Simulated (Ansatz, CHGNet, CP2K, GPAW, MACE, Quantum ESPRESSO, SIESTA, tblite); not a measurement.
# Random packing of C68N32 (at. %) (79 atoms) in tblite

How do the settings of tblite change the result for random packing of C68N32 (at. %) (79 atoms)? A plane-wave run serves as the yardstick.

Main program and level: tblite 0.8.0; the method is named at each step.

**1. Set-up**

The cell holds 79 atoms: 54 C and 25 N. Its edges and angles: a = 8.889 Å, b = 8.889 Å, c = 8.889 Å, α = 90.0°, β = 90.0°, γ = 90.0°. 79 atoms (54 C, 25 N) packed at random in a cube at 2.36 g/cm³ and pushed apart as soft spheres; a start for melting by ab initio MD, not an equilibrated structure. Then every atom was moved at random, 0.02 Å r.m.s. a Cartesian component.

The yardstick, on the same geometry:

- method: Kohn-Sham DFT, PBE, PAW, plane waves (Ansatz 0.2.0); cutoff 420 eV, Γ point, fermi-dirac smearing of 0.05 eV; PAW set soft_2
- r.m.s. force component: 1.957 eV/Å
- longest force: 5.884 eV/Å
- pressure: -23.89 GPa
- SCF cycles: 9
- time: 4.4 s on 8 threads of Arm Neoverse V2, shared host
- CPU time: 24 s

**2. GFN1-xTB**

Method: GFN1-xTB tight binding, diagonalisation.

run.py reads:

```python
import numpy as np
from ase.io import read
from tblite.ase import TBLite

atoms = read("structure.xyz")
atoms.calc = TBLite(method="GFN1-xTB", electronic_temperature=580, accuracy=1.0, max_iterations=250, mixer_damping=0.1, verbosity=1)
energy = atoms.get_potential_energy()
forces = atoms.get_forces()
print(f"energy {energy:.6f} eV")
print("forces (eV/A)")
for i, (a, f) in enumerate(zip(atoms, forces)):
    print(f"{i:4d} {a.symbol:2s} {f[0]:10.5f} {f[1]:10.5f} {f[2]:10.5f}")
stress = -atoms.get_stress(voigt=False) * 160.21766
print("stress (GPa, compression positive)")
for row in stress:
    print(" ".join(f"{x:10.4f}" for x in row))
print("charges (e)")
print(np.array2string(atoms.get_charges(), precision=4, suppress_small=True, max_line_width=110, threshold=100000))
```

structure.xyz reads:

```xyz
79
Lattice="8.88940 0.00000 0.00000 0.00000 8.88940 0.00000 0.00000 0.00000 8.88940" Properties=species:S:1:pos:R:3 pbc="T T T"
C 6.41130 3.03377 0.78040
C 3.94609 6.73754 4.55440
C 4.69014 2.06003 4.14513
C 4.95148 4.55920 0.74422
C 2.93697 0.59675 2.55464
C 7.22477 0.97641 8.68299
C 6.07475 8.27541 6.19636
C 0.79951 6.87462 5.90025
C 1.21323 1.92055 8.25016
C 0.97659 2.64904 1.10904
C 5.06687 6.28232 5.74113
C 1.08815 5.23532 5.90007
C 0.70706 7.15472 1.91735
C 3.41477 0.24366 4.35758
C 7.44718 1.94509 5.84016
C 1.40719 8.59045 8.82877
C 4.57057 0.35389 1.14104
C 0.60395 2.01860 2.70149
C 2.20742 4.24540 3.53140
C 1.10282 3.73577 4.85601
C 1.57618 5.64832 1.23429
C 7.46336 2.79003 2.32084
C 7.21864 0.22081 4.97406
C 5.85998 2.49428 5.65668
C 7.44852 5.24252 4.92739
C 5.06020 2.34342 7.47545
C 7.29411 7.77485 1.62907
C 6.46686 1.01721 1.30541
C 3.44322 2.01345 1.37403
C 2.78043 5.85598 5.95270
C 8.73552 5.90318 8.85651
C 4.78356 7.63635 0.38776
C 7.14005 6.93267 6.17662
C 7.26993 4.08326 7.01729
C 1.77352 6.68518 8.65525
C 0.62341 3.57976 6.77452
C 1.62738 7.27002 3.46820
C 6.96084 5.76069 8.73277
C 6.12142 0.62306 3.79364
C 4.43083 3.99481 2.57464
C 6.37717 7.87432 3.28472
C 8.33852 4.01490 5.57054
C 3.65185 7.28700 1.72214
C 8.88593 4.95051 4.04272
C 3.83853 4.59689 5.00811
C 7.29953 1.88162 3.78004
C 7.36913 2.39925 7.70729
C 5.06651 4.76276 7.68089
C 2.79305 2.54877 7.31927
C 2.88861 8.36804 6.86119
C 6.38099 4.60800 2.30004
C 2.87661 1.05144 8.17949
C 3.27894 5.43009 1.21607
C 5.77820 0.95792 6.70110
N 2.25044 7.68284 5.14163
N 2.46139 2.89430 5.70193
[... 19 atom lines left out ...]
N 1.88731 4.16362 1.85895
N 6.41477 6.17324 3.62901
N 5.93919 3.28019 3.77017
N 0.45460 2.31587 5.60521
```

Run with:

```bash
> OMP_NUM_THREADS=1 python run.py > output.txt
```

The log of the run:

```text
------------------------------------------------------------
  cycle        total energy    energy error   density error
------------------------------------------------------------
      1     -176.5920483076  -1.7645467E+02   6.7156499E-01
      2     -182.2567639328  -5.6647156E+00   4.3519741E-01
      3     -181.9647408153   2.9202312E-01   3.6040057E-01
      4     -182.9326037329  -9.6786292E-01   3.1249006E-01
      5     -183.2596481152  -3.2704438E-01   2.4887053E-01
      6     -183.0373417155   2.2230640E-01   2.0259911E-01
      7     -183.4487295431  -4.1138783E-01   1.2627463E-01
      8     -183.7221718589  -2.7344232E-01   5.8136580E-02
      9     -183.7900401989  -6.7868340E-02   2.9238809E-02
     10     -183.8249041086  -3.4863910E-02   8.5141336E-03
     11     -183.8258083386  -9.0422998E-04   4.7796144E-03
     12     -183.8267876578  -9.7931924E-04   2.2035018E-03
     13     -183.8270062391  -2.1858127E-04   1.3254863E-03
     14     -183.8270251217  -1.8882649E-05   9.8536842E-04
     15     -183.8270288297  -3.7080151E-06   8.6841231E-04
     16     -183.8270314687  -2.6389297E-06   5.5679333E-04
     17     -183.8270328012  -1.3325640E-06   2.0966566E-04
     18     -183.8270329342  -1.3299098E-07   8.8730558E-05
     19     -183.8270331620  -2.2780122E-07   5.1440615E-05
     20     -183.8270332723  -1.1030332E-07   1.5726860E-05
------------------------------------------------------------
 total:                                   1.206 sec
energy -5002.188364 eV
forces (eV/A)
   0 C     1.16026   -2.66411    4.05090
   1 C     1.97887   -2.52431    4.87424
   2 C     7.20044   -0.46224    2.11204
   3 C     0.84402   -1.33687    0.90979
   4 C    -2.93398    0.62121   -1.27412
   5 C    -1.49744    1.59038    1.58241
   6 C     0.76353    3.04937   -1.02267
   7 C    -0.82341    1.66631   -3.65751
   8 C     1.44229   -1.04875    0.71596
   9 C     0.42471   -1.38208    2.34975
  10 C    -2.42760    1.07479   -2.98754
  11 C     4.55618    0.45495    1.34835
  12 C    -0.43063   -2.18249    4.74941
  13 C    -3.86366    2.19840   -2.54685
  14 C    -3.48361   -1.18250   -2.22812
  15 C     2.66901   -1.14469    2.72267
  16 C     2.41237    1.23247    0.16013
  17 C    -0.56942   -1.47180   -4.56086
  18 C    -1.92141   -0.83269   -0.76494
  19 C     2.66461    1.29320   -2.55087
  20 C     4.48637   -1.42451   -3.18713
  21 C    -2.43289   -0.75956   -0.26163
  22 C    -3.61442    2.12963    0.93758
  23 C    -1.43944   -4.66348    2.58629
[...]
71 N     3.89546    0.30953   -1.44964
  72 N    -1.50611    4.59355   -1.24339
  73 N    -4.95446   -1.06602    6.56944
  74 N     0.65672    4.50556    1.82129
  75 N    -1.41044    0.50280    2.77359
  76 N    -1.75884    1.53249   -0.73677
  77 N    -2.90422   -1.08884   -1.26004
  78 N    -0.09075    4.97432    2.02240
stress (GPa, compression positive)
  -50.5720     2.4974     2.4985
    2.4974   -60.2860     1.7971
    2.4985     1.7971   -51.5254
charges (e)
[-0.0231  0.086   0.0377  0.0484  0.1237  0.0892  0.1117  0.2729  0.1358  0.1181  0.0337  0.0631  0.1614
  0.186   0.0901  0.1353  0.0309  0.0993  0.031   0.2022  0.1637  0.0338  0.0602 -0.0196  0.1225 -0.0413
  0.2005 -0.067  -0.036  -0.0405  0.1634  0.0528  0.1339  0.0827  0.094   0.1782  0.1261  0.0762 -0.0713
  0.1219  0.1704  0.0926  0.0038  0.0165  0.0481  0.1203  0.1453  0.039   0.1449  0.2786  0.1543  0.128
  0.1951  0.0699 -0.1273 -0.2703 -0.1496 -0.2603 -0.2554 -0.2233 -0.1692 -0.1996 -0.196  -0.1734 -0.2423
 -0.0701 -0.2127 -0.2857 -0.194  -0.121  -0.1803 -0.272  -0.1988 -0.0479 -0.3011 -0.2066 -0.2196 -0.255
 -0.1423]
```

The job ended after 1.8 s (1 thread of Arm Neoverse V2, shared host; peak memory 0.11 GiB).

Banners, paths, timers and routine set-up lines are dropped from the logs unmarked, and long logs keep their key lines alone; longer cuts are marked.

Numbers from this run, and their distance from the reference:

```yaml
r_m_s_force_component: 2.696 eV/Å
r_m_s_difference_of_force_components: 933.8 meV/Å
longest_difference_of_force_vectors: 3062 meV/Å
force_difference_over_r_m_s_force: 47.71 %
slope_of_forces_against_the_reference_s: 1.335
correlation_of_force_components: 0.9692
pressure: -54.13 GPa
pressure_difference: -30.24 GPa
```

Length of the force difference by element (eV/Å):

```
element  atoms  mean  most
      C     54   1.4   2.7
      N     25   1.6   3.1
```

The surroundings of N67, picked at random, nearest first, numbered as they follow in the input and with coordinates relative to it.

```csv
atom,x,y,z,distance (Å),Mulliken charge (e),Fx,Fy,Fz (eV/Å)
N67,0.00,0.00,0.00,0.00,-0.21,-1.58,2.10,-2.43
C50,-0.45,0.22,-1.64,1.71,0.28,4.46,2.70,-1.20
C32,1.45,-0.51,0.78,1.72,0.05,-7.12,3.42,3.23
C52,-0.46,1.79,-0.32,1.88,0.13,-1.43,1.15,-0.34
C16,-1.93,0.44,0.33,2.01,0.14,2.67,-1.14,2.72
C35,-1.56,-1.47,0.16,2.15,0.09,-1.27,-1.97,2.22
N60,0.52,-2.10,-0.14,2.17,-0.22,1.45,-3.17,1.19
C17,1.23,1.09,1.53,2.25,0.03,2.41,1.23,0.16
C43,0.31,-0.86,2.11,2.30,0.00,3.51,-2.54,-2.36
```

Atoms are counted from 1 here, from 0 in the log.

Forces lie 48 % from the reference's, at 0.072 times its CPU time (on 1 against 8 cores).

**3. IPEA1-xTB**

Method: IPEA1-xTB tight binding, diagonalisation.

Changes to run.py since step 2:

```diff
@@ -5,3 +5,3 @@
 atoms = read("structure.xyz")
-atoms.calc = TBLite(method="GFN1-xTB", electronic_temperature=580, accuracy=1.0, max_iterations=250, mixer_damping=0.1, verbosity=1)
+atoms.calc = TBLite(method="IPEA1-xTB", electronic_temperature=580, accuracy=1.0, max_iterations=250, mixer_damping=0.1, verbosity=1)
 energy = atoms.get_potential_energy()
```

structure.xyz is that of step 2.

The log of the run:

```text
------------------------------------------------------------
  cycle        total energy    energy error   density error
------------------------------------------------------------
      1     -198.6375067470  -1.9859927E+02   5.8101936E-01
      2     -211.8833161159  -1.3245809E+01   3.4346399E-01
      3     -212.7338193820  -8.5050327E-01   2.6640151E-01
      4     -212.8899198738  -1.5610049E-01   2.3794782E-01
      5     -213.0276776014  -1.3775773E-01   1.5588547E-01
      6     -213.0052841618   2.2393440E-02   5.3572822E-02
[...]
13     -213.1595230820  -3.5631349E-06   1.5757530E-04
     14     -213.1595239850  -9.0296720E-07   2.8202150E-05
     15     -213.1595240455  -6.0443426E-08   7.3381363E-06
------------------------------------------------------------
 total:                                   5.761 sec
energy -5800.366094 eV
forces (eV/A)
   0 C     1.68070   -3.28742    5.66360
   1 C     1.80061   -2.68393    7.12100
   2 C    10.20062   -0.16005    2.81024
   3 C     0.76240   -1.35588    1.43205
   4 C    -4.39569    0.88635   -1.58307
   5 C    -1.58887    2.05274    1.62614
[...]
76 N    -1.89258    1.91520   -0.36732
  77 N    -3.77451   -1.92697   -2.15706
  78 N    -1.73299    8.31464    2.52469
stress (GPa, compression positive)
  -92.0473     3.9683     3.6721
    3.9683  -104.6291     2.7179
    3.6721     2.7179   -93.6790
charges (e)
[ 0.0155  0.0726  0.0394  0.0485  0.0696  0.0711  0.0787  0.1585  0.1031  0.0844  0.043   0.0819  0.1098
  0.1188  0.0764  0.113   0.0394  0.0819  0.0584  0.1186  0.1109  0.0397  0.0558  0.0067  0.092   0.0148
  0.119  -0.0043  0.0258  0.0149  0.1104  0.0413  0.102   0.0759  0.1003  0.1211  0.1262  0.071  -0.0027
  0.0842  0.1254  0.093   0.0494  0.0633  0.0502  0.0699  0.0829  0.0405  0.0821  0.16    0.1041  0.0947
  0.1195  0.0631 -0.1116 -0.2299 -0.1239 -0.1787 -0.2118 -0.2069 -0.1766 -0.1582 -0.155  -0.1263 -0.1794
 -0.0747 -0.1637 -0.2059 -0.1559 -0.0979 -0.1392 -0.2125 -0.1929 -0.0518 -0.2545 -0.1695 -0.1801 -0.2158
 -0.1126]
```

Elapsed: 6.4 s, on 1 thread; peak memory 0.11 GiB.

Against the reference:

* r.m.s. force component: 3.76 eV/Å
* r.m.s. difference of force components: 2052 meV/Å
* longest difference of force vectors: 6093 meV/Å
* force difference over r.m.s. force: 104.9 %
* slope of forces against the reference's: 1.796
* correlation of force components: 0.9347
* pressure: -96.79 GPa
* pressure difference: -72.89 GPa

Against the first run (48 %), the force difference from the reference is 105 %, at 3.7 times the CPU time.

**4. All runs compared**

Differences are against the plane-wave reference, forces as r.m.s. over components; share is that over the reference's r.m.s. force, slope the least-squares factor from reference forces to these. Total energies of different programs have different zeros and aren't compared.

```csv
run,"Δ force, r.m.s. (meV/Å)",share (%),slope,Δ pressure (GPa),cores,CPU time,memory (GiB)
reference,-,-,-,-,8,24 s,0.85
tblite GFN1-xTB,934,47.7,1.335,-30.2,1,1.8 s,0.11
tblite IPEA1-xTB,2052,105,1.796,-72.9,1,6.4 s,0.11
```

CPU time is summed over cores on a shared host, where runs went side by side, so it is rough. Symmetry, cutoffs, thresholds, outputs and thread counts weren't matched or tuned between programs; memory under MPI is the largest rank's times the ranks.

Mean charges by element (e), by run and scheme:

```
             run    scheme      C      N
       reference    Löwdin  +0.07  -0.09
 tblite GFN1-xTB  Mulliken  +0.09  -0.20
tblite IPEA1-xTB  Mulliken  +0.08  -0.16
```

The reference's Löwdin charges lack the electrons that the projection spills, 0.022 e an atom on average.

**5. Outcome**

```
nearest in forces : tblite GFN1-xTB, 48 %
its CPU time      : 1.8 s
```

Tight binding differs by 48 % (tblite GFN1-xTB) to 105 % (tblite IPEA1-xTB); it is another model, with fitted parameters of its own, and the xTB methods hold dispersion. IPEA1-xTB was fitted to ionisation energies and electron affinities, not to forces or charges. Of the electronic-structure runs that take under half the reference's CPU time, tblite GFN1-xTB comes nearest, at 48 % in 1.8 s against 24 s; its pressure misses by -30.2 GPa. Charges hang on model, scheme and program or settings: among these rows the mean for N runs from -0.20 to -0.09 e. Periodic xTB results under one method name differ between programs and library versions. The electron count is odd in Ansatz plane waves (reference), and they have no spin polarisation, so the unpaired electron is spread evenly over both spins. The reference's stress is far from hydrostatic: its diagonal is -20.3, -29.3, -22.1 GPa, compression counted positive. The reference's pressure of -24 GPa says that the cell would shrink at this level of theory. The electron count is odd and the run has no spin polarisation, so levels at the top are partly filled by construction. The electronic-structure runs sample only Γ, in a cell whose shortest periodic width is 9 Å, which is coarse for a cell with partly filled levels.

[Also dropped from logs without a mark: logging warnings of Python, and SIESTA's first energy breakdown and zero terms.]

[Logs are printed without paths, hosts, clocks, repeated set-up lines and the standing remarks that a program may print on its own settings, such as how far it seeks lower states.]

[Hosts, paths, dates, database ids (printed as entryN), source tags and the programs' standing remarks are cut or masked in the printed files.]
